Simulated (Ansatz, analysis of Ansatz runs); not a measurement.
# NaAsF6 (R-3): a line between two F sites for an added hole, part 2 of 2

Aim: the energy barrier that a trapped hole meets when it moves from one F atom to another one nearby in NaAsF6 (R-3). The model is a cell of 64 host atoms.

Ansatz 0.2.0; plane-wave PAW DFT, PBEsol+U; relaxation of all atoms of a supercell at fixed charge in a uniform background; PAW set soft_1.

So far. Step 4 (The hole on the second site): The largest changes of the moments are 0.96 μB on F35, 0.00 μB on F54 and 0.00 μB on F22. The largest part sits on the chosen site. Step 5 (Points on the line between the two structures): Under PBEsol+U (8 eV) at the zone centre alone, the highest filled state is spin down, spread over 1 of 64 atoms, and the lowest empty one, 2.66 eV above it, is spin down, spread over 1 of 64 atoms.

## Step 5: Points on the line between the two structures (continued)

Valence density in the bc plane at fractional x = 0.526, through the centre, with atoms of As and F within 0.45 Å of it. It is the smooth field of the valence electrons, not physical close to the nuclei.

Ten steps, logarithmic in the rise over the least value, from '_' (0 e/Å³) to '@' (18 e/Å³), each cell a mean:
```
@@##==----::..__________..::++%%@@##--====--..__________..::++%%
++++====****==..________..----==++==--++****==..________..----==
--::::--**##**--..______..::====--::::--++**++--..______..::====
::......::==++--..________..::--::......::--==::..________..::--
....______..::::..____________......________....______________..
________________________________________________________________
________________________________________________________________
________________________________________________________________
______________::--::..____......________________................
..____________::--====::....::::....____________..::::::::::::::
--....__________::--==--::::--++++--..____________..::::::--++++
%%==::::....______..........--##@@%%--::....________....::--##@@
@@##======--::____________..::++%%@@**======--..________..::++%%
++==--++**##++::__________....::--++====**####==..______..::--==
--::::--++##**==..________....::::::::::==##%%**--..____..::--==
::......::--==--..__________..::::::......--++++--..______..::--
....________....______________..::....______......____________..
________________________________________________________________
________________________________________________________________
________________________________________________________________
________________................________________................
....____________..::::::::::::::....____________..::::::::::::::
--....____________..::::::--++++--....____________..::::::--==++
%%==::..____________....::--##@@%%==::....__________....::--##@@
```
Columns run along b (11.3 Å), rows up along c (11.3 Å). Atoms in or near the plane, at fractional coordinates: As at (0.00, 0.00), F at (0.15, 0.40), As at (0.00, 0.50), F at (0.15, 0.88), As at (0.50, 0.00), F at (0.67, 0.39), As at (0.53, 0.50), F at (0.64, 0.89).

Electrostatic potential energy in the bc plane at fractional x = 0.526, through the centre, with atoms of As and F within 0.45 Å of it. With pseudopotentials it is smooth inside the atoms' cores, unlike the true potential.

Ten even steps from '0' (-23 eV) to '9' (9 eV), each cell a mean:
```
95156899999974279514579999997427
32110159999987422211005999998742
43451006999998555445201899999865
88787436999999988888876999999998
99999999999999999999999999999999
99999999999999999999999999999999
99999999999999999999999999999999
99999988888888889999999999999999
99999988767777778899999999988788
78999998514765335688999999876445
25899998854663011157899999874122
62479999887764059515789999985159
94133699998886227821347999997426
21110038999998741110000599999752
54462006999999886534300079999975
88888768999999998887863379999998
99999999999999999999999999999999
99999999999999999999999999999999
99999999999999999999999999999999
99999999999999999999999999999999
99999999999888889999999999988888
78999999998764357899999999886445
25899999998741222589999999874112
62489999999851697248999999985149
```
Columns run along b (11.3 Å; values clipped at the 3rd and 97th percentile), rows up along c (11.3 Å). Atoms in or near the plane, at fractional coordinates: As at (0.00, 0.00), F at (0.15, 0.40), As at (0.00, 0.50), F at (0.15, 0.88), As at (0.50, 0.00), F at (0.67, 0.39), As at (0.53, 0.50), F at (0.64, 0.89).

Free energies from the first end:

```
started from  fraction  energy (eV)  moment change on F12 (μB)  on F35 (μB)
  first site         0        0.000                       0.96         0.00
  first site     0.125        0.175                       0.96         0.00
  first site      0.25        0.626                       0.95         0.00
  first site     0.375        1.258                       0.94         0.01
  first site       0.5        2.006                       0.92         0.03
  first site     0.625        1.260                       0.00         0.94
 second site     0.875        0.185                       0.00         0.96
 second site      0.75        0.642                       0.00         0.95
 second site     0.625        1.260                       0.00         0.94
 second site       0.5        1.980                       0.02         0.91
 second site     0.375        1.258                       0.94         0.01
      shared       0.5        1.980                       0.02         0.91
 second site         1        0.000                       0.00         0.96
```

## Step 6: Results

```json
{
 "barrier forward": "1.98 eV",
 "barrier backward": "1.98 eV",
 "distance of the two sites without the carrier": "2.42 Å",
 "carrier at the midpoint": "on one site"
}
```

In words: On this line the hole must cross 1.98 eV to hop 2.42 Å; both ends have the same energy within 0.005 eV. At the midpoint the lowest state found keeps the carrier on one site, so the two localised curves cross in a cusp. This suggests weak coupling and a hop slower than the barrier alone implies, though U itself penalises the shared state. The start with the carrier shared fell onto one site. With an assumed attempt frequency of 1e13 per second the rate at 300 K would be 5e-21 per second for this barrier, if every crossing succeeded. A straight line need not be the lowest path, so the true barrier at this U can be lower, or higher if the ends can still break their symmetry; the top can also fall between the computed points, which would raise it. No run compares the localised hole with one spread in the band, so its binding is unknown and the barrier may exceed it. Holes in halides commonly bind two halogen atoms into a pair. A U on single atoms favours the one-atom state followed here, and no pair was tried, so these numbers may not belong to the actual polaron. The program's search for lower electronic states was switched off in all runs, so that each state is followed; none is shown to be the lowest at its structure. No image-charge correction is applied; it nearly cancels along the line while the charge stays localised. Limits: sampling at the zone centre alone can move energies of charged and open-shell states by tenths of an eV or more in cells of this size; gap and trapping depend on the U chosen (F p 8.0 eV).

[Logs are printed without paths, hosts, clocks, repeated set-up lines and the standing remarks that a program may print on its own settings, such as how far it seeks lower states.]

[Hosts, paths, dates, database ids (printed as entryN), source tags and the programs' standing remarks are cut or masked in the printed files.]
